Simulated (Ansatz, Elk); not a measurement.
## Bonding as seen by X-rays: Cs3Tl

Structure refinements treat a crystal as free atoms side by side. For a made-up structure of Cs3Tl (cell and positions from a PBE relaxation) the runs below show what the calculated density changes in F(hkl).

Main program and level: Elk 11.2.3 (patched build); DFT, PBE, all-electron APW+lo, Dirac cores, scalar-relativistic bands, static density, no spin.

The structure was built from a prototype and need not be the compound's stable phase.

## 1. The structure

The structure is tetragonal, space group I4/mmm (No. 139). The conventional cell has a = 6.915 Å, b = 6.915 Å, c = 11.621 Å, α = 90.00°, β = 90.00°, γ = 90.00°. Tl has 12 Cs at 4.52 to 4.89 Å nearest. Cs has 8 Cs at 4.52 Å and 4 Tl at 4.89 Å nearest. Nearest to Cs lie 4 Tl at 4.52 Å and 8 Cs at 4.52 to 4.89 Å. Farther neighbours are not listed.

## 2. Ground state and structure factors

An all-electron density is needed, since X-rays see the cores too. Task 0 finds the density and task 195 Fourier-transforms it; tshift is off so that phases refer to the origin typed.

Input file elk.in:

```
tasks
  0
  195

xctype
  20

spinpol
  .false.

rgkmax
  7.0

gmaxvr
  14.0

lmaxo
  7

lmaxapw
  8

swidth
  0.002

tshift
  .false.

ramdisk
  .false.

hmaxvr
  5.5

maxscl
  120

epspot
  1e-06

sppath
  './'

avec
  -6.53328790245 6.53328790245 10.98034116031
  6.53328790245 -6.53328790245 10.98034116031
  6.53328790245 6.53328790245 -10.98034116031

atoms
  2
  'Tl.in'
  1
  -0.0000000000 0.0000000000 -0.0000000000   0.000000 0.000000 0.000000
  'Cs.in'
  3
  0.5000000000 0.5000000000 -0.0000000000   0.000000 0.000000 0.000000
  0.2500000000 0.7500000000 0.5000000000   0.000000 0.000000 0.000000
  0.7500000000 0.2500000000 0.5000000000   0.000000 0.000000 0.000000

ngridk
  5 5 5
```

Run with:

```console
> OMP_NUM_THREADS=4 elk
```

Numbers of over 12 decimals in the logs are rounded to 6 here.

The log of the run:

```text
┌─────────────────────────┐
│ Elk code version 11.2.3 │
└─────────────────────────┘

All units are atomic (Hartree, Bohr, etc.)

┌─────────────────────────────────────────────────┐
│ Ground-state run starting from atomic densities │
└─────────────────────────────────────────────────┘

Lattice vectors :
  -6.533287902       6.533287902       10.98034116
   6.533287902      -6.533287902       10.98034116
   6.533287902       6.533287902      -10.98034116

Reciprocal lattice vectors :
  0.6524610035E-17  0.4808593622      0.2861106597
  0.4808593622      0.6524610035E-17  0.2861106597
  0.4808593622      0.4808593622     -0.5623669620E-17

Unit cell volume      :    1874.732976
Brillouin zone volume :   0.1323122901

Muffin-tin inner radius fraction :   0.1000000000E-01

Nuclei treated as point charges

Species : 1 (Tl)
 parameters loaded from : Tl.in
 name : thallium
 nuclear charge    :   -81.00000000
 electronic charge :    81.00000000
 atomic mass :    372567.9643
 muffin-tin radius :    2.800000000
 number of radial points in muffin-tin :   1393
 inner part over the whole radius :   0.9893942913E-02
 number on inner part of muffin-tin    :   1000
 approximate nuclear radius :   0.1043008296E-03
 number of mesh points to nuclear radius :    525
 atomic positions (lattice), magnetic fields (Cartesian) :
  1 :   0.00000000  0.00000000  0.00000000    0.00000000  0.00000000  0.00000000

Species : 2 (Cs)
 parameters loaded from : Cs.in
 name : caesium
 nuclear charge    :   -55.00000000
 electronic charge :    55.00000000
 atomic mass :    242271.8146
 muffin-tin radius :    2.800000000
 number of radial points in muffin-tin :   1393
 inner part over the whole radius :   0.9975634425E-02
 number on inner part of muffin-tin    :    996
 approximate nuclear radius :   0.9115647269E-04
 number of mesh points to nuclear radius :    503
 atomic positions (lattice), magnetic fields (Cartesian) :
  1 :   0.50000000  0.50000000  0.00000000    0.00000000  0.00000000  0.00000000
  2 :   0.25000000 -0.25000000  0.50000000    0.00000000  0.00000000  0.00000000
  3 :  -0.25000000  0.25000000  0.50000000    0.00000000  0.00000000  0.00000000

Total number of atoms per unit cell :    4
Total muffin-tin volume :    367.8092903
 ratio of muffin-tin to unit cell volume :   0.1961928952

Spin treatment :
 spin-unpolarised

Number of Bravais lattice symmetries :   16
Number of crystal symmetries         :   16
Crystal has inversion symmetry
Real symmetric eigensolver will be used

k-point grid :      5     5     5
k-point offset :    0.000000000       0.000000000       0.000000000
k-point set is reduced with full crystal symmetry group
Total number of k-points :       18

Muffin-tin radius times maximum |G+k| :    7.000000000
 using average radius
Maximum |G+k| for APW functions       :    2.500000000
Maximum (1/2)|G+k|²                   :    3.125000000
Maximum |G| for potential and density :    14.00000000
Constant for pseudocharge density :   10
 order of it for each species :   17  17
 order of it for pair densities of each species (exact exchange by exxq0 0: 18) :   10  10
Radial integration step length :    1

G-vector grid sizes :     64    64    64
Number of G-vectors :    86769

Maximum angular momentum used for
 APW functions            :    8
 outer part of muffin-tin :    7
 inner part of muffin-tin :    2

Total nuclear charge    :   -246.0000000
Total core charge       :    170.0000000
Total valence charge    :    76.00000000
Total excess charge     :    0.000000000
Total electronic charge :    246.0000000

Effective Wigner radius, rₛ :    1.220783266

Number of empty states         :     16
Total number of valence states :     55
Total number of core states    :    170

Third-order local-orbitals added for an l without core states : T
Total number of local-orbitals :     71

Exchange-correlation functional :     20     0     0
 Perdew-Burke-Ernzerhof, Phys. Rev. Lett. 77, 3865 (1996)
 gradient requirement :    1
[...]
Madelung                    :     -54072.946184617
 xc potential                :     -1258.0270773236
 exchange                    :     -945.99733948177
 correlation                 :     -13.863021359462
 electron entropic           :    -0.31051922691320E-02
 total energy                :     -43660.556382404

Density of states at Fermi energy :    248.8325662
 (states/Hartree/unit cell)

Estimated indirect band gap :   0.4436919209E-03
 from k-point 14 to k-point 11
Estimated direct band gap   :   0.2376442514E-02
 at k-point 11

Charges :
 core                        :    170.0000000
 valence                     :    76.00000000
 interstitial                :    7.731876355
 muffin-tins (core leakage)
  species : 1 (Tl)
   atom 1                    :    79.51949583     (  0.3755832500E-04)
  species : 2 (Cs)
   atom 1                    :    52.90329805     (  0.1214842850E-04)
[...]
total in muffin-tins        :    238.2681236
 total calculated charge     :    245.9999081
 total charge                :    246.0000000
 error                       :   0.9185749062E-04

RMS change in Kohn-Sham potential (target) :   0.1047261823     (  0.1000000000E-05)
Absolute change in total energy (target)   :   0.5181281855     (  0.1000000000E-03)

[... loops 3 to 14 left out ...]

┌──────────────────┐
│ Loop number : 15 │
└──────────────────┘

Energies :
 Fermi                       :     0.104205
 sum of occupied eigenvalues :     -26898.728426326
 electron kinetic            :      48401.363851310
 core electron kinetic       :      47456.212045119
 Coulomb                     :     -91100.675710134
 Coulomb potential           :     -74045.314628526
 nuclear-nuclear             :     -2860.1238005621
 electron-nuclear            :     -102465.88857207
 Hartree                     :      14225.336662497
 Madelung                    :     -54078.018395871
 xc potential                :     -1254.7776491112
 exchange                    :     -946.21136199582
 correlation                 :     -13.872725429819
 electron entropic           :    -0.28671423445666E-02
 total energy                :     -43659.398813392

Density of states at Fermi energy :    227.9535319
 (states/Hartree/unit cell)

Estimated indirect band gap :   0.1510274703E-02
 from k-point 5 to k-point 11
Estimated direct band gap   :   0.3098867263E-02
 at k-point 11

Charges :
 core                        :    170.0000000
 valence                     :    76.00000000
 interstitial                :    7.531166056
 muffin-tins (core leakage)
  species : 1 (Tl)
[...]
species : 2 (Cs)
[...]
total in muffin-tins        :    238.4688339
 total calculated charge     :    245.9999064
 total charge                :    246.0000000
 error                       :   0.9355250464E-04

RMS change in Kohn-Sham potential (target) :   0.3063266704E-07 (  0.1000000000E-05)
Absolute change in total energy (target)   :   0.4166609870E-04 (  0.1000000000E-03)

Convergence targets achieved

┌──────────────────┐
│ Loop number : 16 │
└──────────────────┘

Energies :
 Fermi                       :     0.104205
 sum of occupied eigenvalues :     -26898.728424743
 electron kinetic            :      48401.363853880
 core electron kinetic       :      47456.212045446
 Coulomb                     :     -91100.675709585
 Coulomb potential           :     -74045.314628553
 nuclear-nuclear             :     -2860.1238005621
 electron-nuclear            :     -102465.88857069
 Hartree                     :      14225.336661663
 Madelung                    :     -54078.018395308
 xc potential                :     -1254.7776500696
 exchange                    :     -946.21136198203
 correlation                 :     -13.872725432674
 electron entropic           :    -0.28671420199248E-02
 total energy                :     -43659.398810261

Density of states at Fermi energy :    227.9534999
 (states/Hartree/unit cell)

Estimated indirect band gap :   0.1510276769E-02
 from k-point 5 to k-point 11
Estimated direct band gap   :   0.3098869679E-02
 at k-point 11

Charges :
 core                        :    170.0000000
 valence                     :    76.00000000
 interstitial                :    7.531166139
 muffin-tins (core leakage)
  species : 1 (Tl)
[...]
species : 2 (Cs)
   atom 1                    :    52.99833576     (  0.1200966395E-04)
   atom 2                    :    52.99715218     (  0.1201281869E-04)
   atom 3                    :    52.99715218     (  0.1201281869E-04)
 total in muffin-tins        :    238.4688339
 total calculated charge     :    245.9999064
 total charge                :    246.0000000
 error                       :   0.9355250353E-04

┌──────────────────────────────┐
│ Self-consistent loop stopped │
└──────────────────────────────┘

Wrote STATE.OUT
```

Wall time 67 s (4 threads of Arm Neoverse V1, shared host); peak memory 0.34 GiB; 2.2 min of CPU time.

SFACRHO.OUT:

```text

h k l indices transformed by vhmat matrix:
   1.000000000       0.000000000       0.000000000    
   0.000000000       1.000000000       0.000000000    
   0.000000000       0.000000000       1.000000000    

      h      k      l  multipl.   |H|            Re(F)            Im(F)           |F|

      0      0      0      1   0.0000000       246.00000      0.79841517E-16   246.00000    
      0     -1      0      8  0.55954002       26.429482      0.13008573E-13   26.429482    
     -1     -1      1      2  0.57222132       26.350968     -0.61617713E-13   26.350968    
      1     -1      0      4  0.68003783       26.170641     -0.26406180E-15   26.170641    
      2      0     -1      8  0.88875682       219.30838      0.27594693E-13   219.30838    
      1     -1      1      4  0.96171872       216.25705     -0.13631973E-13   216.25705    
      1      2     -1      8  0.98384933       25.473063      0.13008573E-13   25.473063    
      0     -1     -1     16   1.1126491       25.251361      0.13008573E-13   25.251361    
      0      2      0      8   1.1190800       25.227665      0.49867372E-13   25.227665    
     -2     -2      2      2   1.1444426       208.40716     -0.30634995E-15   208.40716    
     -3     -1      2      8   1.3312402       24.791156     -0.35208823E-13   24.791156    
      0      0     -2      4   1.3600757       199.22083      0.27762546E-13   199.22083    
     -2     -1      0     16   1.3758134       24.697657     -0.13008573E-13   24.697657    
     -1      2     -2      8   1.4706770       24.473187     -0.13008573E-13   24.473187    
     -1     -1      3      8   1.4755484       24.491397      0.37540087E-14   24.491397    
      3      1     -3      8   1.4948752       193.61953      0.84753526E-13   193.61953    
      3      2     -2      8   1.5092079       24.396912      0.26017146E-13   24.396912    
      2     -2     -1      8   1.5206108       24.382216     -0.83140316E-14   24.382216
```

Elk indexes on the primitive cell of elk.in and gives |H| = 4π sin θ/λ in inverse bohr. Below, one row stands for each form hkl of the conventional cell (m members, Friedel mates merged), F is for one primitive cell and the density is static (no thermal factor). Free-atom factors are Waasmaier and Kirfel's, and R is Σm||F|−|F'||/Σm|F|.

| hkl | m | sin θ/λ (Å⁻¹) | abs F, DFT | neutral atoms | diff. |
| --- | --- | --- | --- | --- | --- |
| 101 | 8 | 0.084 | 26.430 | 26.285 | +0.145 |
| 002 | 2 | 0.086 | 26.351 | 26.276 | +0.075 |
| 110 | 4 | 0.102 | 26.171 | 26.157 | +0.013 |
| 112 | 8 | 0.134 | 219.308 | 219.423 | -0.115 |
| 200 | 4 | 0.145 | 216.257 | 216.331 | -0.074 |
| 103 | 8 | 0.148 | 25.473 | 25.639 | -0.166 |
| 211 | 16 | 0.167 | 25.251 | 25.393 | -0.141 |
| 202 | 8 | 0.168 | 25.228 | 25.380 | -0.152 |
| 004 | 2 | 0.172 | 208.407 | 208.467 | -0.060 |
| 114 | 8 | 0.200 | 24.791 | 24.941 | -0.150 |
| 220 | 4 | 0.204 | 199.221 | 199.230 | -0.009 |
| 213 | 16 | 0.207 | 24.698 | 24.840 | -0.142 |
| 301 | 8 | 0.221 | 24.473 | 24.614 | -0.141 |
| 222 | 8 | 0.222 | 24.491 | 24.602 | -0.111 |

## 3. The highest occupied states alone

An energy window below the Fermi level keeps the highest occupied states, to see at which angles they scatter; shallow core shells can lie inside it and anion s states outside. No new self-consistency is needed.

elk.in: that of step 2 with these lines changed.

```diff
@@ -1,3 +1,2 @@
 tasks
-  0
   195
@@ -40,2 +39,5 @@
 
+wsfac
+  -0.447030 0.404210
+
 sppath
```

Run with:

```console
> OMP_NUM_THREADS=4 elk
```

The log of the run:

```text
┌─────────────────────────────────┐
│ Elk code version 11.2.3 started │
└─────────────────────────────────┘

Info(readinput): the functional depends on the density's gradient
 muffin-tin radial points multiplied by    2.00000
 (not where nrmtscf is given)

┌────────────────────┐
│ Current task : 195 │
└────────────────────┘

Info(sfacrho): density structure factors written to SFACRHO.OUT

 Energy window :  -0.4470300000      0.4042100000

┌──────────────────┐
│ Elk code stopped │
└──────────────────┘
```

The job ended after 36 s (4 threads; peak memory 0.24 GiB; 40 s of CPU time).

States within 15 eV below the Fermi level hold 34.00 electrons; any levels below the window count with the cores. Their amplitudes can exceed the total, where window and core parts have opposite phase:

| hkl | sin θ/λ (Å⁻¹) | abs F, window | abs F, all |
| --- | --- | --- | --- |
| 101 | 0.084 | 6.199 | 26.430 |
| 002 | 0.086 | 6.113 | 26.351 |
| 110 | 0.102 | 5.845 | 26.171 |
| 112 | 0.134 | 17.248 | 219.308 |
| 200 | 0.145 | 15.750 | 216.257 |
| 103 | 0.148 | 4.900 | 25.473 |
| 211 | 0.167 | 4.587 | 25.251 |
| 202 | 0.168 | 4.558 | 25.228 |
| 004 | 0.172 | 12.132 | 208.407 |
| 114 | 0.200 | 4.004 | 24.791 |

(Continued in part 2 of 2.)

[Logs are printed without paths, hosts, clocks, repeated set-up lines and the standing remarks that a program may print on its own settings, such as how far it seeks lower states.]

[Hosts, paths, dates, database ids (printed as entryN), source tags and the programs' standing remarks are cut or masked in the printed files.]
